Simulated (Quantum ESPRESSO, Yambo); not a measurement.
# Quasiparticle gap of SnTe (Fm-3m) in Yambo, part 2 of 3

Wanted: ground state, empty states, screening and self-energy for SnTe (Fm-3m).

Quantum ESPRESSO 7.5 and Yambo 5.3.0; PBE and many-body steps on it, plane waves. Known limits of the many-body steps: not at the basis limit; coarse k mesh.

So far. Step 2 (Ground state): The gap is direct, at (0.000, 0.000, -0.500). Step 3 (Bands along the symmetry lines): The gap is 0.264 eV, as in the run before at this level.

The database entry behind the starting cell differs from later determinations by our own check (about 0.3 % short), so it need not match the best structure at ambient conditions.

## 4. Empty states on the mesh, 4×4×4 mesh, 258 bands

Level of this step: DFT, PBE with spin-orbit coupling, plane waves, norm-conserving pseudopotentials (Quantum ESPRESSO).

The sums over transitions need many empty states on a uniform mesh; this step solves for them.

pw.in reads:

```
&control
  calculation = 'nscf'
  prefix = 'x'
  outdir = 'o'
  pseudo_dir = 'pseudo'
/
&system
  ibrav = 0
  nat = 2
  ntyp = 2
  ecutwfc = 88.0
  nbnd = 258
  force_symmorphic = .true.
  noncolin = .true.
  lspinorb = .true.
/
&electrons
  conv_thr = 1e-9
  electron_maxstep = 80
  diago_full_acc = .true.
  diago_thr_init = 5e-6
/
ATOMIC_SPECIES
  Sn 118.71 Sn.upf
  Te 127.6 Te.upf
CELL_PARAMETERS angstrom
  -0.0000000000 3.1508500000 3.1508500000
  3.1508500000 -0.0000000000 3.1508500000
  3.1508500000 3.1508500000 -0.0000000000
ATOMIC_POSITIONS crystal
  Sn 0.0000000000 0.0000000000 0.0000000000
  Te 0.5000000000 0.5000000000 0.5000000000
K_POINTS automatic
  4 4 4 0 0 0
```

On the command line:

```console
> OMP_NUM_THREADS=1 mpirun -n 4 pw.x -nk 4 -in pw.in > pw.out
```

Log:

```text
[banner, memory and clock lines left out]
Program PWSCF v.7.5 starts

     Atomic positions and unit cell read from directory:
     o/x.save/

     Message from routine setup:
     using ibrav=0 with symmetry is DISCOURAGED, use correct ibrav instead

     G-vector sticks info

     bravais-lattice index     =            0
     lattice parameter (alat)  =       8.4206  a.u.
     unit-cell volume          =     422.1918 (a.u.)^3
     number of atoms/cell      =            2
     number of atomic types    =            2
     number of electrons       =        46.00
     number of Kohn-Sham states=          258
     kinetic-energy cutoff     =      88.0000  Ry
     charge density cutoff     =     352.0000  Ry
     Exchange-correlation= PBE
                           (   1   4   3   4   0   0   0)
     Non magnetic calculation with spin-orbit

     celldm(1)=   8.420572  celldm(2)=   0.000000  celldm(3)=   0.000000
     celldm(4)=   0.000000  celldm(5)=   0.000000  celldm(6)=   0.000000

     crystal axes: (cart. coord. in units of alat)
               a(1) = (  -0.000000   0.707107   0.707107 )
               a(2) = (   0.707107  -0.000000   0.707107 )
               a(3) = (   0.707107   0.707107  -0.000000 )

     reciprocal axes: (cart. coord. in units 2 pi/alat)
               b(1) = ( -0.707107  0.707107  0.707107 )
               b(2) = (  0.707107 -0.707107  0.707107 )
               b(3) = (  0.707107  0.707107 -0.707107 )
     Pseudo is Norm-conserving + core correction, Zval = 22.0
     Generated using ONCVPSP code by D. R. Hamann
     Using radial grid of 1668 points, 10 beta functions with:
     Pseudo is Norm-conserving + core correction, Zval = 24.0
     Generated using ONCVPSP code by D. R. Hamann
     Using radial grid of 1324 points, 10 beta functions with:
     Sn               22.00   118.71000     Sn( 1.00)
     Te               24.00   127.60000     Te( 1.00)

     48 Sym. Ops., with inversion, found

   Cartesian axes

     site n.     atom                  positions (alat units)
         1        Sn     tau(   1) = (   0.0000000   0.0000000   0.0000000  )
         2        Te     tau(   2) = (   0.7071068   0.7071068   0.7071068  )

     number of k points=     8
                       cart. coord. in units 2pi/alat
        k(    1) = (   0.0000000   0.0000000   0.0000000), wk =   0.0156250
        k(    2) = (   0.1767767   0.1767767  -0.1767767), wk =   0.1250000
        k(    3) = (  -0.3535534  -0.3535534   0.3535534), wk =   0.0625000
[...]
k(    7) = (  -0.7071068   0.0000000   0.0000000), wk =   0.0468750
        k(    8) = (  -0.7071068   0.3535534   0.0000000), wk =   0.0937500

     Dense  grid:    47183 G-vectors     FFT dimensions: (  54,  54,  54)

     The potential is recalculated from file :
     o/x.save/charge-density

     Starting wfcs are   52 randomized atomic wfcs +  206 random wfcs

     Band Structure Calculation

     End of band structure calculation

          k = 0.0000 0.0000 0.0000 (  5961 PWs)   bands (ev):

  -148.1553-148.1553-118.3843-118.3843-104.9707-104.9707 -95.2621 -95.2621
   -95.2621 -95.2621 -79.4370 -79.4370 -71.8715 -71.8715 -71.8715 -71.8715
   -26.4281 -26.4281 -26.4281 -26.4281 -24.9647 -24.9647 -24.9647 -24.9647
   -24.9625 -24.9625 -11.0353 -11.0353 -11.0353 -11.0353  -9.9987  -9.9987
[...]
[... 21 further rows ...]
[...]
81.3389  81.3389

          k = 0.1768 0.1768-0.1768 (  5901 PWs)   bands (ev):

  -148.1552-148.1552-118.3842-118.3842-104.9707-104.9707 -95.2621 -95.2621
[...]
[... 21 further rows ...]
[...]
84.9509  84.9509

          k =-0.3536-0.3536 0.3536 (  5900 PWs)   bands (ev):

  -148.1552-148.1552-118.3842-118.3842-104.9707-104.9707 -95.2621 -95.2621
[...]
27.8555  27.8555  28.4479  28.4479  28.7426  28.7426  30.3864  30.3864
     [... 21 further rows ...]
    81.9101  81.9101  82.2951  82.2951  83.3710  83.3710  83.3855  83.3855
    83.4572  83.4572

          k = 0.3536 0.0000 0.0000 (  5862 PWs)   bands (ev):

     [... further k-points ...]

     highest occupied, lowest unoccupied level (ev):    11.3645   11.6283

     XML data file, pseudopotentials, collected wavefunctions
```

Run time: 84 s. Hardware: 4 MPI ranks of Arm Neoverse V1, shared host; peak memory 1.3 GiB; 5.6 min of CPU time.

This step gave:

```
gap                                                           : 0.2638 eV
k of the valence top                                          : 0, 0, -0.5
k of the conduction bottom                                    : 0, 0, -0.5
least direct gap                                              : 0.2638 eV
k points computed                                             : 8
lowest point of the top converged band, above the valence top : 69.9744 eV
```

On this mesh the gap is 0.264 eV.

## 5. Conversion and set-up

This step: Yambo 5.3.0; conversion and set-up on PBE with spin-orbit coupling, plane waves, norm-conserving pseudopotentials.

The states are converted to the many-body program's format and the q mesh is built.

On the command line:

```console
> (cd o/x.save; p2y > p2y.log; mv SAVE ../..); yambo > setup.log
```

Log:

```text
 Yambo, version 5.3.0

 [02] CORE Variables Setup
 =========================

  [02.01] Unit cells
  ==================

  Cell kind             :  FCC
  Atoms in the cell     :  Sn  Te
  number of Sn atoms    :  1
  number of Te atoms    :  1

  List of atomic masses
  Mass of Sn    :  118.7100
  Mass of Te    :  127.6000

  List of atomic coordinates    : [cc]
  Sn1       :  0.000000  0.000000  0.000000  order 1
  Te1       :  5.954244  5.954244  5.954244  order 2

  Alat factors          :  5.954244  5.954244  5.954244 [a.u.]
  Direct lattice volume :  422.1918 [a.u.]
  Direct lattice vectors:  A[ 1 ]  A[ 2 ]  A[ 3 ]
   A[ 1 ]: -0.000000  1.000000  1.000000  [iru]
  -0.000000  5.954244  5.954244  [cc]
   A[ 2 ]:  1.000000 -0.000000  1.000000  [iru]
   5.954244 -0.000000  5.954244  [cc]
   A[ 3 ]:  1.000000  1.000000 -0.000000  [iru]
   5.954244  5.954244 -0.000000  [cc]

  Recip. lattice volume :  0.587530 [a.u.]
  Recip. lattice vectors:  B[ 1 ]  B[ 2 ]  B[ 3 ]
   B[ 1 ]: -0.500000  0.500000  0.500000  [iku]
  -0.527622  0.527622  0.527622  [cc]
   B[ 2 ]:  0.500000 -0.500000  0.500000  [iku]
   0.527622 -0.527622  0.527622  [cc]
   B[ 3 ]:  0.500000  0.500000 -0.500000  [iku]
   0.527622  0.527622 -0.527622  [cc]

  [02.02] Symmetries
  ==================

  Inversion symmetry    : yes
  Spatial inversion     : yes
  Inversion index       :  25
  K-space Time-reversal : no
  Magnetic symmetries   : no
  Group table correct   : yes
  Symmetries units      :  [cc]

   [S  1]:   1.0000     -0.33839E-16 -0.33839E-16 -0.33839E-16   1.0000      0.33839E-16  0.33839E-16  0.33839E-16   1.0000
   [S  2]:  -1.0000      0.33839E-16 -0.33839E-16  0.33839E-16  -1.0000      0.33839E-16 -0.33839E-16 -0.33839E-16   1.0000
   [S  3]:  -1.0000     -0.33839E-16  0.33839E-16  0.33839E-16   1.0000     -0.33839E-16 -0.33839E-16  0.33839E-16  -1.0000
[...]
[... 36 further rows ...]
   [S 47]: -0.33839E-16   1.0000      0.33839E-16  0.33839E-16 -0.33839E-16  -1.0000       1.0000      0.33839E-16 -0.33839E-16
   [S 48]: -0.33839E-16  -1.0000     -0.33839E-16  0.33839E-16  0.33839E-16   1.0000       1.0000     -0.33839E-16  0.33839E-16

  [02.03] Reciprocal space
  ========================

  nG shells         :   424
  nG charge         :   47183
  nG WFs            :   7025
  nC WFs            :   5961
  G-vecs. in first 42 shells:  [ Number ]
     1    9   15   27   51   59   65   89  113
    137   169   181   229   259   283   307   331   339
    387   411   459   531   537   561   609   645   701
[...]
1139  1211  1243  1291  1363  1411
  ...
  Shell energy in first 42 shells:  [ mHa ]
[...]
7098.83      7238.02      7794.79      8212.37      8908.33      9325.91      9465.11      10021.9      10439.5
    10578.6      11135.4      11553.0      11692.2      12249.0      12666.5      13362.5      13780.1      13919.3
[...]
K/Q-points units:
  rlu = crystal or reduced units; cc = cartesian coordinates; iku = interal k-units

  K [1]          [rlu]:  0.000000  0.000000  0.000000
         WF components:   5961
  K [2]          [rlu]: -0.66760E-18 -0.66760E-18  0.25000
         WF components:   5901
  K [3]          [rlu]:  0.13352E-17  0.13352E-17 -0.50000
         WF components:   5900
  K [4]          [rlu]:  0.24960E-17  0.25000      0.25000
         WF components:   5862
  K [5]          [rlu]: -0.27206E-16  0.25000     -0.50000
         WF components:   5867
  [... 2 further k-points ...]
  K [8]          [rlu]:  0.250000 -0.500000 -0.250000
         WF components:   5876

  [02.05] Energies & Occupations
  ==============================

  [X] === General ===
  [X] Electronic Temperature                        :  0.000000  0.000000 [eV K]
  [X] Bosonic    Temperature                        :  0.000000  0.000000 [eV K]
  [X] Finite Temperature mode                       : no
  [X] El. density                                   :  0.73527E+24 [cm-3]
  [X] Fermi Level                                   :  11.36445 [eV]

  [X] === Gaps and Widths ===
  [X] Conduction Band Min                           :  0.263850 [eV]
  [X] Valence Band Max                              :  0.000000 [eV]
  [X] Filled Bands                                  :   46
  [X] Empty Bands                                   :   47  258
  [X] Direct Gap                                    :  0.263850 [eV]
  [X] Direct Gap localized at k                     :  3
  [X] Indirect Gap                                  :  0.263850 [eV]
  [X] Indirect Gap between kpts                     :  3  3
  [X] Last valence band width                       :  3.416809 [eV]
  [X] 1st conduction band width                     :  2.640393 [eV]

  E @ K [1]:  [eV]
  -159.5197 -159.5197 -129.7487 -129.7487 -116.3352 -116.3352 -106.6265 -106.6265
  -106.6265 -106.6265  -90.8014  -90.8014  -83.2360  -83.2360  -83.2360  -83.2360
  -37.79250 -37.79250 -37.79250 -37.79250 -36.32919 -36.32919 -36.32919 -36.32919
[...]
occ @ K [1]
[...]
E @ K [2]:  [eV]
[...]
occ @ K [2]
[...]
E @ K [3]:  [eV]
[...]
occ @ K [3]
[...]
E @ K [4]:  [eV]
[...]
occ @ K [4]
[...]
E @ K [5]:  [eV]
[...]
occ @ K [5]
[...]
[... 2 further k-points ...]
  E @ K [8]:  [eV]
[...]
occ @ K [8]
[...]
0.000000  0.000000  0.000000  0.000000  0.000000  0.000000  0.000000  0.000000
   0.000000  0.000000  0.000000  0.000000  0.000000  0.000000  0.000000  0.000000

 [03] Transferred momenta grid and indexing
 ==========================================

 IBZ Q-points                                      :   8
 BZ  Q-points                                      :   64

 K/Q-points units:
 rlu = crystal or reduced units; cc = cartesian coordinates; iku = interal k-units

 Q [1]          [rlu]:  0.000000  0.000000  0.000000
 Q [2]          [rlu]:  0.78548E-18  0.78548E-18  0.25000
 Q [3]          [rlu]: -0.15710E-17 -0.15710E-17 -0.50000
[...]
Q [7]          [rlu]: -0.49919E-17 -0.50000     -0.50000
 Q [8]          [rlu]:  0.250000 -0.500000 -0.250000

  [03.01] X indexes
  =================

   [03.01.01] Sigma indexes
   ========================

 [06] Game Over & Game summary
```

Run time: 4 s. Hardware: 1 MPI rank; peak memory 0.26 GiB.

(Part 2 of 3 ends here.)

[Paths, hosts, dates, memory and timing lines, banners, echoed tables and standing remarks are left out of the program output.]

[Logs are printed without paths, hosts, clocks, repeated set-up lines and the standing remarks that a program may print on its own settings, such as how far it seeks lower states.]

[Runs of the session that timed out or met a known fault of the program may be left out.]

[Hosts, paths, dates, database ids (printed as entryN), source tags and the programs' standing remarks are cut or masked in the printed files.]
